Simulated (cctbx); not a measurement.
**Cu2H3S3Cl with cctbx, script by script**

Library: cctbx 2025.11. The data are simulated by the first script.

## 1. Simulate the data

run.py:

```python
from cctbx import adptbx, crystal, miller, sgtbx, xray
from cctbx.array_family import flex
from iotbx.shelx import hklf
from scitbx import matrix
import scitbx.random

cs = crystal.symmetry(unit_cell=(6.569, 6.874, 6.571, 90, 92.69, 90), space_group_symbol='Hall: -P 2yb')  # P2_1/m
atoms = [  # label, site, U (iso, or U11 U22 U33 U12 U13 U23 in A^2), occupancy
    ("Cu1", (0.5, 0, 0.5), (0.0115, 0.0107, 0.0137, 0.0005, -0.0003, 0.0005), 1),
    ("Cu2", (0.5126, 0.75, 0.0004), (0.0119, 0.0111, 0.0109, 0.0000, -0.0009, 0.0000), 1),
    ("Cl1", (0.867, 0.75, 0.7091), (0.0173, 0.0163, 0.0168, 0.0000, 0.0007, 0.0000), 1),
    ("S1", (0.3684, 0.9853, 0.8199), (0.0112, 0.0113, 0.0066, -0.0000, 0.0005, -0.0003), 1),
    ("S2", (0.6742, 0.25, 0.6324), (0.0076, 0.0136, 0.0099, 0.0000, 0.0005, 0.0000), 1),
    ("H1", (0.2498, 0.6683, 0.985), 0.0328, 1),
    ("H2", (0.0525, 0.75, 0.4713), 0.0325, 1),
]
xs = xray.structure(crystal_symmetry=cs)
for label, site, u, occ in atoms:
    u = adptbx.u_cif_as_u_star(cs.unit_cell(), u) if isinstance(u, tuple) else u
    xs.add_scatterer(xray.scatterer(label, site=site, u=u, occupancy=occ))
xs.set_inelastic_form_factors(0.71073, "sasaki")
xs.show_summary()
p1 = xs.expand_to_p1()
ms = miller.build_set(p1, anomalous_flag=True, d_min=1.1)
flex.set_random_seed(857689)
scitbx.random.set_random_seed(857689)
ms = ms.select(flex.random_double(ms.size()) < 0.5)
i = ms.structure_factors_from_scatterers(p1, algorithm="direct").f_calc().as_intensity_array().data()
i = i * 5000 / flex.max(i)
sig = flex.sqrt(i + flex.pow2(0.03 * i) + 8 ** 2)
noise = scitbx.random.variate(scitbx.random.normal_distribution())(i.size())
data = ms.array(data=i + sig * noise, sigmas=sig).set_observation_type_xray_intensity()
with open("data.hkl", "w") as f:
    data.export_as_shelx_hklf(f)
print("reflections written:", data.size(), " <I/sigma> = %.1f" % flex.mean(data.data() / data.sigmas()))
for h, a, b in list(data.sort("data"))[:12]:
    print("%4d%4d%4d %9.1f %7.1f" % (h + (a, b)))
```

```console
$ python run.py
```

```text
Number of scatterers: 7
At special positions: 5
Unit cell: (6.569, 6.874, 6.571, 90, 92.69, 90)
Space group: P 1 21/m 1 (No. 11)
reflections written: 472  <I/sigma> = 9.4
   1  -2   1    5144.4   164.4
   0  -2   3    4956.0   163.4
  -1   0   0    4935.9   165.0
   0  -4   0    4872.6   166.0
   1   0   0    4822.6   165.0
   0   2   3    4816.4   163.4
   0  -2  -3    4782.7   163.4
  -1  -2  -1    4778.4   164.4
   2   0  -2    4321.4   143.4
  -2   0   2    4195.1   143.4
  -3   2  -1    3850.9   128.4
   2   2   1    3731.4   126.1
```

It took 0.42 s on 1 thread of Arm Neoverse N1 (shared host), peak memory 0.07 GiB.

## 2. Refinement (right model)

run.py:

```python
import math
from cctbx import adptbx, crystal, maptbx, sgtbx, xray
from cctbx.array_family import flex
from cctbx.xray import observations
from iotbx.shelx import hklf
from scitbx.lstbx import normal_eqns_solving
from smtbx import absolute_structure, utils
from smtbx.refinement import constraints, least_squares

cs = crystal.symmetry(unit_cell=(6.569, 6.874, 6.571, 90, 92.69, 90), space_group_symbol='Hall: -P 2yb')  # P2_1/m
atoms = [  # label, site, U (iso, or U11 U22 U33 U12 U13 U23 in A^2), occupancy
    ("Cu1", (0.5, 0, 0.5), 0.0200, 1),
    ("Cu2", (0.5098, 0.75, -0.0001), 0.0200, 1),
    ("Cl1", (0.8673, 0.75, 0.7067), 0.0200, 1),
    ("S1", (0.3673, 0.9844, 0.8207), 0.0200, 1),
    ("S2", (0.6733, 0.25, 0.6316), 0.0200, 1),
    ("H1", (0.2571, 0.6637, 0.9856), 0.0200, 1),
    ("H2", (0.0464, 0.75, 0.4717), 0.0200, 1),
]
xs = xray.structure(crystal_symmetry=cs)
for label, site, u, occ in atoms:
    u = adptbx.u_cif_as_u_star(cs.unit_cell(), u) if isinstance(u, tuple) else u
    xs.add_scatterer(xray.scatterer(label, site=site, u=u, occupancy=occ))
xs.set_inelastic_form_factors(0.71073, "sasaki")
raw = hklf.reader(file_name="data.hkl").as_miller_arrays(crystal_symmetry=cs, anomalous=True)[0]
merged = raw.eliminate_sys_absent().merge_equivalents()
fo2 = merged.array().set_observation_type_xray_intensity()
print("Rint %.3f, %d unique reflections to %.2f A" % (merged.r_int(), fo2.size(), fo2.d_min()))
for sc in xs.scatterers():
    sc.flags.set_grad_site(True)
    sc.flags.set_grad_u_aniso(sc.flags.use_u_aniso())
    sc.flags.set_grad_u_iso(sc.flags.use_u_iso())
obs = fo2.as_xray_observations()
extra = {}
rep = constraints.reparametrisation(xs, [], utils.connectivity_table(xs), **extra)
ls = least_squares.crystallographic_ls(obs, rep, weighting_scheme=least_squares.mainstream_shelx_weighting(a=0, b=0))
print("cycle     R1     wR2    GooF  max shift (A)")
for cycle in range(8):
    ls.build_up()
    r1, wr2, goof = ls.r1_factor(cutoff_factor=2)[0], ls.wR2(), ls.goof()
    old = xs.sites_cart()
    normal_eqns_solving.levenberg_marquardt_iterations(ls, n_max_iterations=3, tau=1e-06, step_threshold=1e-7)
    big = flex.max((xs.sites_cart() - old).norms())
    print("%4d %7.4f %7.4f %7.3f %9.5f" % (cycle + 1, r1, wr2, goof, big))
    ls.build_up(objective_only=True)
    if abs(ls.wR2() - wr2) < 5e-5 and big < 5e-4:
        break
ls.build_up()
print("final R1 %.4f wR2 %.4f GooF %.3f  parameters %d  data/parameter %.1f" % (ls.r1_factor(cutoff_factor=2)[0], ls.wR2(), ls.goof(), ls.n_parameters, fo2.size() / ls.n_parameters))
cov = ls.covariance_matrix_and_annotations()
su = dict(zip(cov.annotations, (math.sqrt(max(v, 0)) for v in cov.matrix.matrix_packed_u_diagonal())))
a2 = cs.unit_cell().reciprocal_parameters()[0] ** -2
print("atom        x        y        z      Ueq    occ   su(xyz)  su(Uiso or U11)")
for sc in xs.scatterers():
    s = max(su.get(sc.label + k, 0) for k in (".x", ".y", ".z"))
    npd = "" if sc.is_positive_definite_u(cs.unit_cell()) else "  NPD"
    print("%-5s %8.5f %8.5f %8.5f %8.4f %6.3f %8.5f %7.4f%s" % ((sc.label,) + sc.site + (sc.u_iso_or_equiv(cs.unit_cell()), sc.occupancy, s, su.get(sc.label + ".uiso", su.get(sc.label + ".u11", 0) * a2), npd)))
fo = fo2.f_sq_as_f()
fc = fo.structure_factors_from_scatterers(xs, algorithm="direct").f_calc()
diff = fo.f_obs_minus_f_calc(1 / math.sqrt(ls.scale_factor()), fc).average_bijvoet_mates()
m = diff.fft_map(symmetry_flags=maptbx.use_space_group_symmetry, resolution_factor=0.25).apply_volume_scaling()
print("difference map: max %.2f min %.2f rms %.2f" % (m.statistics().max(), m.statistics().min(), m.statistics().sigma()))
peaks = m.peak_search(parameters=maptbx.peak_search_parameters(min_distance_sym_equiv=0.6, max_clusters=6)).all()
near = xs.closest_distances(peaks.sites(), distance_cutoff=4)
sps = cs.special_position_settings(min_distance_sym_equiv=0.5)
for k, (x, h) in enumerate(zip(peaks.sites(), peaks.heights())):
    ss = sps.site_symmetry(x)
    print("Q%-3d %7.4f %7.4f %7.4f %4d %7.2f  %.2f A from %s" % ((k + 1,) + tuple(t % 1 for t in ss.exact_site()) + (ss.multiplicity(), h, near.smallest_distances[k], xs.scatterers()[near.i_seqs[k]].label)))
```

```console
$ python run.py
```

```text
Rint 0.030, 233 unique reflections to 1.10 A
cycle     R1     wR2    GooF  max shift (A)
   1  0.0549  0.1162   2.088   0.30820
   2  0.0247  0.0501   0.900   0.02357
   3  0.0247  0.0501   0.900   0.00048
final R1 0.0247 wR2 0.0501 GooF 0.900  parameters 21  data/parameter 11.1
atom        x        y        z      Ueq    occ   su(xyz)  su(Uiso or U11)
Cu1    0.50000  0.00000  0.50000   0.0113  1.000  0.00000  0.0005
Cu2    0.51269  0.75000  0.00002   0.0105  1.000  0.00020  0.0005
Cl1    0.86667  0.75000  0.70795   0.0170  1.000  0.00041  0.0008
S1     0.36823  0.98538  0.81945   0.0080  1.000  0.00029  0.0006
S2     0.67430  0.25000  0.63298   0.0096  1.000  0.00043  0.0008
H1     0.25169  0.70107  0.95383   0.1088  1.000  0.02229  0.0450
H2     0.04825  0.75000  0.44701   0.0005  1.000  0.01199  0.0233
difference map: max 0.62 min -0.52 rms 0.13
Q1    0.4783  0.2500  0.8023    2    0.68  1.30 A from Cu2
Q2    0.0212  0.7500  0.6661    2    0.51  1.06 A from Cl1
Q3    0.4962  0.0642  0.4010    4    0.49  0.79 A from Cu1
Q4    0.4583  0.7500  0.1250    2    0.48  0.91 A from Cu2
Q5    0.2090  0.7500  0.3735    2    0.43  0.77 A from S2
Q6    0.3958  0.2500  0.2284    2    0.42  1.64 A from Cu2
```

Time: 0.64 s.

## 3. Simulate the data

run.py, as its changes from the last script of this kind:

```diff
@@ -24 +24 @@
-ms = miller.build_set(p1, anomalous_flag=True, d_min=1.1)
+ms = miller.build_set(p1, anomalous_flag=True, d_min=0.84)
```

```console
$ python run.py
```

```text
Number of scatterers: 7
At special positions: 5
Unit cell: (6.569, 6.874, 6.571, 90, 92.69, 90)
Space group: P 1 21/m 1 (No. 11)
reflections written: 1046  <I/sigma> = 8.5
   0   4   0    5233.2   166.0
   0  -2   3    5217.2   163.4
   0  -2  -3    5114.5   163.4
  -1   0   0    5100.7   165.0
   0  -4   0    5031.2   166.0
   0   2   3    4962.7   163.4
  -1  -2  -1    4733.5   164.4
  -1   2  -1    4676.9   164.4
  -2   0   2    4149.5   143.4
   2   0  -2    4026.2   143.4
   3   2   1    3798.4   128.4
  -3  -2  -1    3751.1   128.4
```

Time: 0.42 s.

## 4. Refinement (right model)

run.py, as its changes from the last script of this kind:

```diff
@@ -13,6 +13,6 @@
-    ("Cu2", (0.5098, 0.75, -0.0001), 0.0200, 1),
-    ("Cl1", (0.8673, 0.75, 0.7067), 0.0200, 1),
-    ("S1", (0.3673, 0.9844, 0.8207), 0.0200, 1),
-    ("S2", (0.6733, 0.25, 0.6316), 0.0200, 1),
-    ("H1", (0.2571, 0.6637, 0.9856), 0.0200, 1),
-    ("H2", (0.0464, 0.75, 0.4717), 0.0200, 1),
+    ("Cu2", (0.5106, 0.75, -0.0016), 0.0200, 1),
+    ("Cl1", (0.8609, 0.75, 0.7105), 0.0200, 1),
+    ("S1", (0.371, 0.9906, 0.8193), 0.0200, 1),
+    ("S2", (0.6738, 0.25, 0.6399), 0.0200, 1),
+    ("H1", (0.247, 0.6694, 0.9811), 0.0200, 1),
+    ("H2", (0.0554, 0.75, 0.4724), 0.0200, 1),
@@ -24,0 +25 @@
+xs.convert_to_anisotropic(selection=flex.bool([sc.scattering_type != 'H' for sc in xs.scatterers()]))
```

```console
$ python run.py
```

```text
Rint 0.037, 514 unique reflections to 0.84 A
cycle     R1     wR2    GooF  max shift (A)
   1  0.1010  0.1876   3.062   0.20429
   2  0.0286  0.0566   0.925   0.05829
   3  0.0286  0.0566   0.924   0.01515
   4  0.0286  0.0566   0.924   0.00625
   5  0.0286  0.0566   0.924   0.00262
   6  0.0286  0.0566   0.924   0.00112
   7  0.0286  0.0566   0.924   0.00049
final R1 0.0286 wR2 0.0566 GooF 0.924  parameters 40  data/parameter 12.8
atom        x        y        z      Ueq    occ   su(xyz)  su(Uiso or U11)
Cu1    0.50000  0.00000  0.50000   0.0119  1.000  0.00000  0.0004
Cu2    0.51271  0.75000  0.00052   0.0110  1.000  0.00015  0.0004
Cl1    0.86727  0.75000  0.70902   0.0164  1.000  0.00030  0.0009
S1     0.36838  0.98520  0.81980   0.0092  1.000  0.00019  0.0005
S2     0.67443  0.25000  0.63243   0.0098  1.000  0.00027  0.0009
H1     0.21516  0.68606  1.00249   0.0414  1.000  0.01038  0.0224
H2     0.07326  0.75000  0.45813   0.0373  1.000  0.01607  0.0289
difference map: max 1.06 min -0.88 rms 0.23
Q1    0.0521  0.2500  0.2128    2    1.09  0.72 A from Cl1
Q2    0.3795  0.7500  0.5078    2    0.88  0.97 A from S2
Q3    0.1397  0.2500  0.0765    2    0.86  1.41 A from Cl1
Q4    0.1873  0.6660  0.3394    4    0.81  1.08 A from S2
Q5    0.5000  0.0000  0.0000    2    0.72  1.44 A from S1
Q6    0.4951  0.1632  0.3722    4    0.72  1.40 A from Cu1
```

Time: 0.81 s.

## 5. Simulate the data

run.py, as its changes from the last script of this kind:

```diff
@@ -24 +24 @@
-ms = miller.build_set(p1, anomalous_flag=True, d_min=0.84)
+ms = miller.build_set(p1, anomalous_flag=True, d_min=0.6)
```

```console
$ python run.py
```

```text
Number of scatterers: 7
At special positions: 5
Unit cell: (6.569, 6.874, 6.571, 90, 92.69, 90)
Space group: P 1 21/m 1 (No. 11)
reflections written: 2905  <I/sigma> = 5.3
   1   0  -2    5072.0   166.0
  -1  -2  -1    4873.9   156.3
  -1   2  -1    4839.6   156.3
   0   4   0    4754.5   157.8
   1  -2   1    4549.9   156.3
   0  -2  -3    4530.7   155.3
   3  -2   1    3694.3   122.2
  -3   2  -1    3512.2   122.2
  -2  -2  -1    3493.4   120.0
   2  -2   1    3467.6   120.0
  -2   2  -1    3354.1   120.0
  -1  -2   3    2714.4    93.6
```

Time: 0.41 s.

## 6. Refinement (right model)

run.py, as its changes from the last script of this kind:

```diff
@@ -13,6 +13,6 @@
-    ("Cu2", (0.5106, 0.75, -0.0016), 0.0200, 1),
-    ("Cl1", (0.8609, 0.75, 0.7105), 0.0200, 1),
-    ("S1", (0.371, 0.9906, 0.8193), 0.0200, 1),
-    ("S2", (0.6738, 0.25, 0.6399), 0.0200, 1),
-    ("H1", (0.247, 0.6694, 0.9811), 0.0200, 1),
-    ("H2", (0.0554, 0.75, 0.4724), 0.0200, 1),
+    ("Cu2", (0.5105, 0.75, 0.0031), 0.0200, 1),
+    ("Cl1", (0.8705, 0.75, 0.707), 0.0200, 1),
+    ("S1", (0.3692, 0.9803, 0.8184), 0.0200, 1),
+    ("S2", (0.6769, 0.25, 0.6312), 0.0200, 1),
+    ("H1", (0.2487, 0.6676, 0.9881), 0.0200, 1),
+    ("H2", (0.057, 0.75, 0.4719), 0.0200, 1),
```

```console
$ python run.py
```

```text
Rint 0.066, 1394 unique reflections to 0.60 A
cycle     R1     wR2    GooF  max shift (A)
   1  0.1486  0.2824   3.103   0.23769
   2  0.0424  0.0876   0.963   0.05872
   3  0.0424  0.0876   0.962   0.02698
   4  0.0424  0.0876   0.962   0.01376
   5  0.0424  0.0876   0.962   0.00766
   6  0.0424  0.0876   0.962   0.00458
   7  0.0424  0.0876   0.962   0.00292
   8  0.0424  0.0876   0.962   0.00197
final R1 0.0424 wR2 0.0876 GooF 0.962  parameters 40  data/parameter 34.9
atom        x        y        z      Ueq    occ   su(xyz)  su(Uiso or U11)
Cu1    0.50000  0.00000  0.50000   0.0117  1.000  0.00000  0.0003
Cu2    0.51267  0.75000  0.00032   0.0110  1.000  0.00013  0.0003
Cl1    0.86658  0.75000  0.70920   0.0167  1.000  0.00023  0.0006
S1     0.36854  0.98537  0.81967   0.0096  1.000  0.00015  0.0003
S2     0.67439  0.25000  0.63214   0.0101  1.000  0.00020  0.0005
H1     0.24540  0.66262  0.97767   0.0279  1.000  0.01005  0.0185
H2     0.06011  0.75000  0.52575   0.0392  1.000  0.01787  0.0299
difference map: max 2.41 min -2.26 rms 0.46
Q1    0.3950  0.2500  0.6802    2    2.54  1.88 A from S2
Q2    0.2022  0.7500  0.8528    2    1.89  1.05 A from H1
Q3    0.2261  0.2500  0.9591    2    1.87  1.72 A from Cu2
Q4    0.2806  0.0359  0.4284    4    1.85  1.51 A from Cu1
Q5    0.3845  0.7500  0.5057    2    1.80  0.97 A from S2
Q6    0.2377  0.6820  0.6527    4    1.75  1.48 A from H2
```

Run time: 0.89 s on 1 thread of Arm Neoverse N1, with other jobs on the host, peak memory 0.09 GiB.

[Logs are printed without paths, hosts, clocks, repeated set-up lines and the standing remarks that a program may print on its own settings, such as how far it seeks lower states.]
